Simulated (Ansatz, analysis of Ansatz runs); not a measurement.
# Migration in Mg2TiO4 (Imma): V_O hop (2.7 Å), charge +2

Wanted: path and barrier of a jump of O in Mg2TiO4 (Imma) at charge +2. The case: V_O hop (2.7 Å), in a cell of 56 host atoms with 1 O taken out.

Calculated with Ansatz 0.2.0; plane-wave PAW DFT, PBEsol; nudged elastic band between two relaxed defect structures at fixed charge in a uniform background.

## Step 1: The structure

The cell holds 55 atoms: 16 Mg, 8 Ti and 31 O. Cell: a = 8.408 Å, b = 8.408 Å, c = 8.478 Å, α = 90.0°, β = 90.0°, γ = 89.7°. It derives from Mg2TiO4 (space group Imma). Nearest the centre at fractional (0.622, 0.510, 0.386): O35 at 1.36 Å, Ti24 at 1.41 Å, Mg8 at 1.58 Å, O28 at 2.32 Å, O39 at 2.40 Å, Ti20 at 2.49 Å, Mg12 at 2.54 Å, O52 at 2.57 Å. The cell carries charge +2.

The cell's shortest repeat is 8.4 Å.

## Step 2: Relaxation of the start point, charge +2

A barrier is counted from a minimum, so both ends are relaxed first. Small random displacements break the symmetry of the ideal sites, so that the defect can distort if it gains by it. The charge of +2 is set by the electron count, and a uniform background keeps the cell neutral.

qp2.start/input.yaml

```yaml
crystal:
  lattice:
    - [5.93160526, 5.95895149, 0.0]
    - [-5.93160526, 5.95895149, 0.0]
    - [0.0, 0.0, 8.47824647]
  atoms:
    - { symbol: Mg, position: [0.375, 0.375, 0.13611587] }
    - { symbol: Mg, position: [0.375, 0.875, 0.63611587] }
    - { symbol: Mg, position: [0.875, 0.375, 0.63611587] }
    - { symbol: Mg, position: [0.875, 0.875, 0.13611587] }
    - { symbol: Mg, position: [0.25, 0.0, 0.25] }
    - { symbol: Mg, position: [0.25, 0.5, 0.75] }
    - { symbol: Mg, position: [0.75, 0.0, 0.75] }
    - { symbol: Mg, position: [0.75, 0.5, 0.25] }
    - { symbol: Mg, position: [0.0, 0.25, 0.25] }
    - { symbol: Mg, position: [0.0, 0.75, 0.75] }
    - { symbol: Mg, position: [0.5, 0.25, 0.75] }
    - { symbol: Mg, position: [0.5, 0.75, 0.25] }
    - { symbol: Mg, position: [0.125, 0.125, 0.86388413] }
    - { symbol: Mg, position: [0.125, 0.625, 0.36388413] }
    - { symbol: Mg, position: [0.625, 0.125, 0.36388413] }
    - { symbol: Mg, position: [0.625, 0.625, 0.86388413] }
    - { symbol: Ti, position: [0.25, 0.25, 0.5] }
    - { symbol: Ti, position: [0.25, 0.75, 0.0] }
    - { symbol: Ti, position: [0.75, 0.25, 0.0] }
    - { symbol: Ti, position: [0.75, 0.75, 0.5] }
    - { symbol: Ti, position: [0.0, 0.0, 0.5] }
    - { symbol: Ti, position: [0.0, 0.5, 0.0] }
    - { symbol: Ti, position: [0.5, 0.0, 0.0] }
    - { symbol: Ti, position: [0.5, 0.5, 0.5] }
    - { symbol: O, position: [0.01287539, 0.23712461, 0.49805415] }
    - { symbol: O, position: [0.01287539, 0.73712461, 0.99805415] }
    - { symbol: O, position: [0.51287539, 0.23712461, 0.99805415] }
    - { symbol: O, position: [0.51287539, 0.73712461, 0.49805415] }
    - { symbol: O, position: [0.23712461, 0.01287539, 0.49805415] }
    - { symbol: O, position: [0.23712461, 0.51287539, 0.99805415] }
    - { symbol: O, position: [0.73712461, 0.01287539, 0.99805415] }
    - { symbol: O, position: [0.00722809, 0.00722809, 0.27354562] }
    - { symbol: O, position: [0.00722809, 0.50722809, 0.77354562] }
    - { symbol: O, position: [0.50722809, 0.00722809, 0.77354562] }
    - { symbol: O, position: [0.50722809, 0.50722809, 0.27354562] }
    - { symbol: O, position: [0.24277191, 0.24277191, 0.27354562] }
    - { symbol: O, position: [0.24277191, 0.74277191, 0.77354562] }
    - { symbol: O, position: [0.74277191, 0.24277191, 0.77354562] }
    - { symbol: O, position: [0.74277191, 0.74277191, 0.27354562] }
    - { symbol: O, position: [0.25722809, 0.25722809, 0.72645438] }
    - { symbol: O, position: [0.25722809, 0.75722809, 0.22645438] }
    - { symbol: O, position: [0.75722809, 0.25722809, 0.22645438] }
    - { symbol: O, position: [0.75722809, 0.75722809, 0.72645438] }
    - { symbol: O, position: [0.26287539, 0.48712461, 0.50194585] }
    - { symbol: O, position: [0.26287539, 0.98712461, 0.00194585] }
    - { symbol: O, position: [0.76287539, 0.48712461, 0.00194585] }
    - { symbol: O, position: [0.76287539, 0.98712461, 0.50194585] }
    - { symbol: O, position: [0.49277191, 0.49277191, 0.72645438] }
    - { symbol: O, position: [0.49277191, 0.99277191, 0.22645438] }
    - { symbol: O, position: [0.99277191, 0.49277191, 0.22645438] }
    - { symbol: O, position: [0.99277191, 0.99277191, 0.72645438] }
    - { symbol: O, position: [0.48712461, 0.26287539, 0.50194585] }
    - { symbol: O, position: [0.48712461, 0.76287539, 0.00194585] }
    - { symbol: O, position: [0.98712461, 0.26287539, 0.00194585] }
    - { symbol: O, position: [0.98712461, 0.76287539, 0.50194585] }
total_charge: 2
basis:
  ecutwfc: 420
  xc_grid: 2
hamiltonian:
  xc: pbesol
kpoints:
  mp_grid: { grid: [1, 1, 1], shift: [0.25, 0.25, 0.25] }
scf:
  occupations: { method: fixed }
  max_iter: 150
output:
  forces: true
relax:
  f_tol: 0.02
  max_steps: 70
  random_displacement: { amplitude: 0.03, seed: 3846 }
```

Command:

```bash
> ansatz run input.yaml --threads 4 --pin off --max-ram 14131MiB --backend cpu --events-out ev --progress --plain --runs-dir out
```

Numbers of over 12 decimals in the logs are rounded to 6 here.

Log:

```text
[... repeated set-up lines and file paths are left out, and long positions are rounded to six places ...]
The last accepted step is kept in <dir> (removed where the run ends without a failure and the disk answers)
Engine: ansatz 0.2.0, aarch64-unknown-linux-gnu
Pseudopotentials: kind: paw
Pseudopotential: Mg, paw, valence charge 10, recommended cutoff 420 eV (normal), Mg.paw.azcp
Pseudopotential: Ti, paw, valence charge 12, recommended cutoff 420 eV (normal), Ti.paw.azcp
Pseudopotential: O, paw, valence charge 6, recommended cutoff 420 eV (normal), O.paw.azcp
Functional definition: PBEsol
  exchange = pbesol_x
  correlation = pbesol_c
Crystal: 55 atoms, lattice volume = 599.347 Å³
Basis set: ecut = 420 eV, 11701 PW (Γ), exchange–correlation on 120×120×120 points (8 copies of the dense FFT grid, shifted against one another)
Bands: 275, of which v1, the nominal top of the filled ones, is band 220 counted from 1 (219 counted from 0)
Symmetry: 1 space group operations
k-points: 1
Non-local potential: Mg, projectors of the file, l = 0: 3, l = 1: 2, l = 2: 1
Non-local potential: Ti, projectors of the file, l = 0: 3, l = 1: 2, l = 2: 3, l = 3: 1
Non-local potential: O, projectors of the file, l = 0: 2, l = 1: 2, l = 2: 1
PAW form: soft (Blöchl's): semilocal exchange-correlation on the pseudo side does not see the compensation charge
PAW frozen core: Mg, regenerated for the run's functional, and the local potential with it (the file was generated under x = pbe(κ = 0.804, μ = 0.219515), c = pbe(β = 0.066725))
PAW frozen core: Ti, regenerated for the run's functional, and the local potential with it (the file was generated under x = pbe(κ = 0.804, μ = 0.219515), c = pbe(β = 0.066725))
PAW frozen core: O, regenerated for the run's functional, and the local potential with it (the file was generated under x = pbe(κ = 0.804, μ = 0.219515), c = pbe(β = 0.066725))
PAW one-centre angular grid: Mg, 110 points (default); XC on 64 Gauss nodes
PAW one-centre angular grid: Ti, 590 points (default); XC on 64 Gauss nodes
PAW one-centre angular grid: O, 110 points (default); XC on 64 Gauss nodes
Initial density: superposition of atomic densities (neutral atoms scaled as one to the charged cell's electrons: chi_scale 0, normalization atom), corrected by the library's trained network
Initial wavefunctions: pseudopotential atomic-orbital guess
Functional: x = pbesol(κ = 0.804, μ = 0.123457), c = pbesol(β = 0.046)
SCF iter   1: F=—  HF=-67866.907425 eV  |F-HF|=—  |Δ(HF+E_count)|=         —  Δρ=1.70e-2  dr2=5.18e0  ethr=1.77e-3  ⟨swp⟩=5.0  Hψ=760  notcnv=0  defer=51
preconditioner: auto → Resta (q_TF=auto, 2.591 Å⁻¹)  ε∞=5.7  [insulator: Δε(μ)=2.134 eV  Ē_g=10.998 eV  n_scr=178 (ndim 8)  ℏωp=23.9 eV  f_vac=0.034  ε∞_Penn≈5.7]
SCF iter   2: F=—  HF=-67865.935516 eV  |F-HF|=—  |Δ(HF+E_count)|=   9.72e-1  Δρ=1.00e-2  dr2=1.73e0  ethr=1.18e-3  ⟨swp⟩=2.0  Hψ=298  notcnv=0  defer=52
SCF iter   3: F=—  HF=-67865.553702 eV  |F-HF|=—  |Δ(HF+E_count)|=   3.82e-1  Δρ=9.37e-3  dr2=8.30e-1  ethr=3.93e-4  ⟨swp⟩=3.0  Hψ=378  notcnv=0  defer=53
SCF iter   4: F=—  HF=-67865.369803 eV  |F-HF|=—  |Δ(HF+E_count)|=   1.84e-1  Δρ=2.11e-3  dr2=3.54e-2  ethr=1.89e-4  ⟨swp⟩=3.0  Hψ=321  notcnv=0  defer=53
SCF iter   5: F=—  HF=-67865.364320 eV  |F-HF|=—  |Δ(HF+E_count)|=   5.48e-3  Δρ=1.23e-3  dr2=9.86e-3  ethr=8.05e-6  ⟨swp⟩=2.0  Hψ=443  notcnv=0  defer=53
SCF iter   6: F=—  HF=-67865.361555 eV  |F-HF|=—  |Δ(HF+E_count)|=   2.77e-3  Δρ=7.17e-4  dr2=4.42e-3  ethr=2.24e-6  ⟨swp⟩=2.0  Hψ=430  notcnv=0  defer=53
SCF iter   7: F=—  HF=-67865.361108 eV  |F-HF|=—  |Δ(HF+E_count)|=   4.46e-4  Δρ=2.36e-4  dr2=4.30e-4  ethr=1.00e-6  ⟨swp⟩=2.0  Hψ=430  notcnv=0  defer=53
SCF iter   8: F=—  HF=-67865.361115 eV  |F-HF|=—  |Δ(HF+E_count)|=   7.23e-6  Δρ=1.24e-4  dr2=1.08e-4  ethr=9.78e-8  ⟨swp⟩=2.0  Hψ=420  notcnv=0  defer=53
SCF iter   9: F=—  HF=-67865.361115 eV  |F-HF|=—  |Δ(HF+E_count)|=   8.82e-7  Δρ=4.30e-5  dr2=1.63e-5  ethr=2.46e-8  ⟨swp⟩=2.0  Hψ=342  notcnv=0  defer=53
SCF iter  10: F=-67865.361113 eV  HF=-67865.361115 eV  |F-HF|=1.65e-6  |Δ(HF+E_count)|=   3.00e-7  Δρ=2.42e-5  dr2=3.97e-6  ethr=2.27e-9  ⟨swp⟩=4.0  Hψ=740  notcnv=0
SCF 1 converged in 10 iterations: F = -67865.361113 eV  dr2 = 3.97e-6
  greatest PAW one-centre occupation: 1.000 electrons in one spin orbital (limit 2), on the Mg atom at site 8 (counted from 0), in its partial waves of l = 0
relax step   1: F+E_penalty+E_count = -67865.36111320 eV  Δ(F+E_penalty+E_count) = +0.000e0 eV  max|allowed force component| = 3.982e0 eV/Å  Δτ_max = 0.0000 Å  (10 SCF iters, dr2 threshold 1.00e-5 eV, accepted)
[... the SCF cycles and remarks between the steps are left out from here to the last step ...]
relax step   2: F+E_penalty+E_count = -67867.57213978 eV  Δ(F+E_penalty+E_count) = -2.211e0 eV  max|allowed force component| = 1.613e0 eV/Å  Δτ_max = 0.1987 Å  (7 SCF iters, dr2 threshold 1.00e-4 eV, accepted)
relax step   3: F+E_penalty+E_count = -67868.26165180 eV  Δ(F+E_penalty+E_count) = -6.895e-1 eV  max|allowed force component| = 7.943e-1 eV/Å  Δτ_max = 0.1954 Å  (7 SCF iters, dr2 threshold 1.00e-4 eV, accepted)
relax step   4: F+E_penalty+E_count = -67868.37569982 eV  Δ(F+E_penalty+E_count) = -1.140e-1 eV  max|allowed force component| = 3.018e-1 eV/Å  Δτ_max = 0.0913 Å  (6 SCF iters, dr2 threshold 1.00e-4 eV, accepted)
relax step   5: F+E_penalty+E_count = -67868.47196411 eV  Δ(F+E_penalty+E_count) = -9.626e-2 eV  max|allowed force component| = 1.616e-1 eV/Å  Δτ_max = 0.2000 Å  (8 SCF iters, dr2 threshold 1.32e-5 eV, accepted)
relax step   6: F+E_penalty+E_count = -67868.51285030 eV  Δ(F+E_penalty+E_count) = -4.089e-2 eV  max|allowed force component| = 1.678e-1 eV/Å  Δτ_max = 0.1951 Å  (9 SCF iters, dr2 threshold 3.77e-6 eV, accepted)
relax step   7: F+E_penalty+E_count = -67868.53096858 eV  Δ(F+E_penalty+E_count) = -1.812e-2 eV  max|allowed force component| = 1.450e-1 eV/Å  Δτ_max = 0.1095 Å  (7 SCF iters, dr2 threshold 8.07e-6 eV, accepted)
relax step   8: F+E_penalty+E_count = -67868.54086796 eV  Δ(F+E_penalty+E_count) = -9.899e-3 eV  max|allowed force component| = 2.514e-2 eV/Å  Δτ_max = 0.0456 Å  (6 SCF iters, dr2 threshold 1.57e-5 eV, accepted)
SCF iter   1: F=—  HF=-67868.542680 eV  |F-HF|=—  |Δ(HF+E_count)|=         —  Δρ=7.25e-4  dr2=1.77e-3  ethr=4.24e-6  ⟨swp⟩=3.0  Hψ=450  notcnv=0  defer=53
SCF iter   2: F=—  HF=-67868.542331 eV  |F-HF|=—  |Δ(HF+E_count)|=   3.49e-4  Δρ=3.75e-4  dr2=4.82e-4  ethr=4.03e-7  ⟨swp⟩=2.0  Hψ=295  notcnv=0  defer=50
SCF iter   3: F=—  HF=-67868.542223 eV  |F-HF|=—  |Δ(HF+E_count)|=   1.08e-4  Δρ=1.37e-4  dr2=1.15e-4  ethr=1.10e-7  ⟨swp⟩=2.0  Hψ=379  notcnv=0  defer=49
SCF iter   4: F=—  HF=-67868.542201 eV  |F-HF|=—  |Δ(HF+E_count)|=   2.13e-5  Δρ=3.20e-5  dr2=6.23e-6  ethr=2.61e-8  ⟨swp⟩=2.0  Hψ=357  notcnv=0  defer=49
SCF iter   5: F=—  HF=-67868.541256 eV  |F-HF|=—  |Δ(HF+E_count)|=   9.45e-4  Δρ=1.79e-5  dr2=1.58e-6  ethr=1.42e-9  ⟨swp⟩=3.0  Hψ=439  notcnv=0  defer=49
SCF iter   6: F=—  HF=-67868.541256 eV  |F-HF|=—  |Δ(HF+E_count)|=   7.84e-8  Δρ=7.84e-6  dr2=3.63e-7  ethr=3.60e-10  ⟨swp⟩=2.0  Hψ=371  notcnv=0  defer=49
SCF iter   7: F=-67868.541256 eV  HF=-67868.541256 eV  |F-HF|=1.23e-8  |Δ(HF+E_count)|=   6.35e-8  Δρ=2.61e-6  dr2=5.50e-8  ethr=2.27e-11  ⟨swp⟩=4.0  Hψ=864  notcnv=0
SCF 9 converged in 7 iterations: F = -67868.541256 eV  dr2 = 5.50e-8
relax step   9: F+E_penalty+E_count = -67868.54125642 eV  Δ(F+E_penalty+E_count) = -3.885e-4 eV  max|allowed force component| = 6.680e-3 eV/Å  Δτ_max = 0.0118 Å  (7 SCF iters, accepted)
SCF converged after 7 iterations
Free energy (F): -67868.541256 eV
Harris-Foulkes:  -67868.541256 eV  (|F-HF|=1.23e-8)
Internal energy: -67868.541256 eV  (E = F + TS)
E sigma→0 (E₀):  -67868.541256 eV
Fermi energy:    6.816833 eV
--- Per-component energies (eV) ---
  E_band       = -6781.820029
  E_kinetic    = 8859.013517
  E_local      = -43193.267752  (includes V_loc(G=0)·N_el)
  E_nonlocal   = 3052.992566
  E_hartree    = 15924.338509
  E_xc         = -3516.169419
  E_vxc        = -4499.607408  (∫ρ·V_xc dr)
  E_paw        = -17374.776886  (= ΣΔE_a)
  E_vpaw       = -2849.706904  (= ΣTr[D̂ρ^β])
  E_aug_tail   = 0.077770  (compensation charges beyond the density's cutoff)
  E_ewald      = -31623.900357
  E_core_change = 3.150796  (= ΣΔE_core)
  E_smearing   = -0.000000  (= −TS)
  E_closure    = -0.000000  (closes the sum)
  E_deformation_potential = 33.717015  (in the stress; not in F)
  Σ components = -67868.541256   (vs F -67868.541256, Δ=0.00e0)
--- Forces (eV/Å), atoms counted from 1 ---
  atom   1  Mg    -0.00112104     0.00242925    -0.00217678
  atom   2  Mg     0.00016835    -0.00022231     0.00001532
  [... 5 atoms left out ...]
  atom   8  Mg     0.00186433     0.00068981    -0.00167271
  [... 3 atoms left out ...]
  atom  12  Mg    -0.00314274     0.00168016    -0.00306517
  [... 7 atoms left out ...]
  atom  20  Ti     0.00019156    -0.00179893    -0.00261300
  [... 3 atoms left out ...]
  atom  24  Ti     0.00089684    -0.00204991     0.00178677
  [... 3 atoms left out ...]
  atom  28  O     -0.00048546    -0.00018556     0.00069612
  [... 6 atoms left out ...]
  atom  35  O     -0.00178484    -0.00029869     0.00118587
  [... 3 atoms left out ...]
  atom  39  O      0.00039397    -0.00081665     0.00133808
  [... 2 atoms left out ...]
  atom  42  O     -0.00047064    -0.00127873    -0.00071147
  [... 5 atoms left out ...]
  atom  48  O     -0.00059701     0.00086929    -0.00089024
  [... 3 atoms left out ...]
  atom  52  O     -0.00073416    -0.00169586     0.00066103
  [... 3 atoms left out ...]
  max |Σ_I F_I| component: 1.55e-4 eV/Å
--- Relaxed structure (9 steps of the walk, 9 accepted, 0 SCFs on fresh bases) ---
  F+E_penalty+E_count = -67868.54125642 eV   max|allowed force component| = 6.680e-3 eV/Å
  atoms:
    - { symbol: Mg, position: [0.376841, 0.376490, 0.136560] }
    - { symbol: Mg, position: [0.377706, 0.872209, 0.639809] }
    [... 5 atoms left out ...]
    - { symbol: Mg, position: [0.749732, 0.500808, 0.230731] }
    [... 3 atoms left out ...]
    - { symbol: Mg, position: [0.502145, 0.747786, 0.249011] }
    [... 7 atoms left out ...]
    - { symbol: Ti, position: [0.743137, 0.788151, 0.498329] }
    [... 3 atoms left out ...]
    - { symbol: Ti, position: [0.462102, 0.506948, 0.498157] }
    [... 3 atoms left out ...]
    - { symbol: O, position: [0.515981, 0.734226, 0.497863] }
    [... 6 atoms left out ...]
    - { symbol: O, position: [0.517735, 0.502715, 0.282116] }
    [... 3 atoms left out ...]
    - { symbol: O, position: [0.747357, 0.732755, 0.282172] }
    [... 2 atoms left out ...]
    - { symbol: O, position: [0.759470, 0.261105, 0.223896] }
    [... 5 atoms left out ...]
    - { symbol: O, position: [0.492123, 0.494855, 0.717558] }
    [... 3 atoms left out ...]
    - { symbol: O, position: [0.479352, 0.270686, 0.502046] }
    [... 3 atoms left out ...]
```

Run time: 67 s. Hardware: 4 threads of Arm Neoverse V1, shared host; peak memory 1.1 GiB; 4.2 min of CPU time.

Step by step:

| step | energy less that of the first step (eV) | largest force component (eV/Å) |
| --- | --- | --- |
| 1 | 0.0000 | 3.9819 |
| 2 | -2.2110 | 1.6133 |
| 3 | -2.9005 | 0.7943 |
| 4 | -3.0146 | 0.3018 |
| 5 | -3.1109 | 0.1616 |
| 6 | -3.1517 | 0.1678 |
| 7 | -3.1699 | 0.1450 |
| 8 | -3.1798 | 0.0251 |
| 9 | -3.1801 | 0.0067 |

The atoms that moved most (Å, from the sites as typed, ahead of the random displacement):

| atom | dx | dy | dz | length |
| --- | --- | --- | --- | --- |
| Mg3 | 0.840 | -0.002 | 0.541 | 0.999 |
| Ti20 | -0.269 | 0.186 | -0.015 | 0.327 |
| Ti24 | -0.268 | -0.185 | -0.016 | 0.326 |
| Mg13 | 0.159 | 0.004 | 0.095 | 0.185 |
| Mg8 | -0.008 | 0.003 | -0.164 | 0.164 |
| O51 | -0.116 | 0.078 | -0.018 | 0.141 |
| Mg15 | -0.123 | 0.050 | -0.040 | 0.139 |
| Mg14 | -0.123 | -0.047 | -0.039 | 0.137 |

Neighbours of O35 at the end:

| atom | distance (Å) |
| --- | --- |
| Ti24 | 1.891 |
| Mg8 | 1.999 |
| Mg1 | 2.016 |
| Mg12 | 2.083 |
| O28 | 2.671 |
| O52 | 2.719 |
| O39 | 2.739 |
| O42 | 2.909 |
| O44 | 2.922 |

This step gave:

```yaml
free_energy: -67868.5413 eV
r_m_s_move_of_the_farther_half_of_the_atoms: 0.08027 Å
largest_move_from_the_ideal_geometry_of_this_structure_a_common_shift_of_the_far_atoms_taken_out: 1.010 Å
```

The relaxation gained 3.180 eV and ended with a largest force component of 0.0067 eV/Å.

(Continued in part 2 of 4.)

[Logs are printed without paths, hosts, clocks, repeated set-up lines and the standing remarks that a program may print on its own settings, such as how far it seeks lower states.]

[Hosts, paths, dates, database ids (printed as entryN), source tags and the programs' standing remarks are cut or masked in the printed files.]
